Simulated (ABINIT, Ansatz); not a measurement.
# Calculated records

```xyz
4
Lattice="3.975 0.000 0.000 0.000 3.975 0.000 0.000 0.000 5.023" Properties=species:S:1:pos:R:3 pbc="T T T" subject="PbO (P4/nmm): one start, several treatments of the self-energy" method="RPA screening on PBE, plane waves, norm-conserving pseudopotentials (and 4 further levels or steps)" program="ABINIT 10.8.3" settings="cutoff 36 Ha, PseudoDojo scalar-relativistic 0.4.1 standard, norm-conserving, ngkpt (4, 4, 4), nband 116, ecuteps 5.2 Ha, gwcalctyp 2, nfreqre 16, nfreqim 8, inclvkb 2, freqremax 40 eV, spmeth 1, nomegasf 120, shiftk (0, 0, 0), symchi 1, awtr 1, frequency cd, 4×4×4 k-mesh" cost="9 runs, 10 min in all on 8 MPI ranks of Arm Neoverse V2, shared host" notes="The database entry behind the starting cell differs from other determinations of this structure. The program’s warnings: Min real frequency set to default [Ha] = and nkpt*nsppol () is not a multiple of nproc spkpt (). The cell and positions come from the Crystallography Open Database and are kept as given unless a step says otherwise. Limits: no spin-orbit coupling. Static COHSEX lies above G0W0: it lacks the factor Z and overstates the Coulomb hole of the filled states. The 4×4×4 mesh is coarse for this cell, which bears on the long-range parts of exchange and screening. The norm-conserving file of at least one element keeps a d shell over frozen s and p shells of the same row. Exchange with those shells is missing from the self-energy, an error of 0.3 to 0.9 eV in cases checked, whose sign depends on which edge lies on those atoms." g0w0_godby_needs_plasmon_pole="1.201 eV" g0w0_von_der_linden_horsch_plasmon_pole="1.065 eV" g0w0_hybertsen_louie_plasmon_pole="1.216 eV" one_shot_cohsex="2.261 eV" one_shot_hartree_fock="6.617 eV" g0w0_contour_deformation="1.346 eV" known_limits="short of the basis limit; exchange with frozen shells missing; no spin-orbit coupling; coarse k mesh"
Pb    0.000    1.987    1.198
Pb    1.987    0.000    3.825
O     0.000    0.000    0.000
O     1.987    1.987    0.000
```

[Long decimals in the printed logs are rounded to 6 places.]

[Logs are printed without paths, hosts, clocks, repeated set-up lines and the standing remarks that a program may print on its own settings, such as how far it seeks lower states.]

[Paths, hosts, dates, memory and timing lines, banners, echoed tables and standing remarks are left out of the program output; an Ansatz launch command may be rebuilt from the run's recorded settings. Measured values are a selection of at most five: reports struck by readers or far from the other reports are left out. None is set beside runs whose start may be inverted or whose files or cutoffs have a known fault.]

[Runs of the session that timed out or met a known fault of the program may be left out.]

[Hosts, paths, dates, database ids (printed as entryN), source tags and the programs' standing remarks are cut or masked in the printed files.]

[G0W0 gaps are taken among the corrected bands and points alone; a level outside them can change the order at an edge.]

[Where Ansatz stands beside ABINIT at settings called matched, ABINIT's density can come from a denser mesh and the files from another edition; pairs whose starting gaps differed by over 0.03 eV were left out, so agreement reads better than it is.]
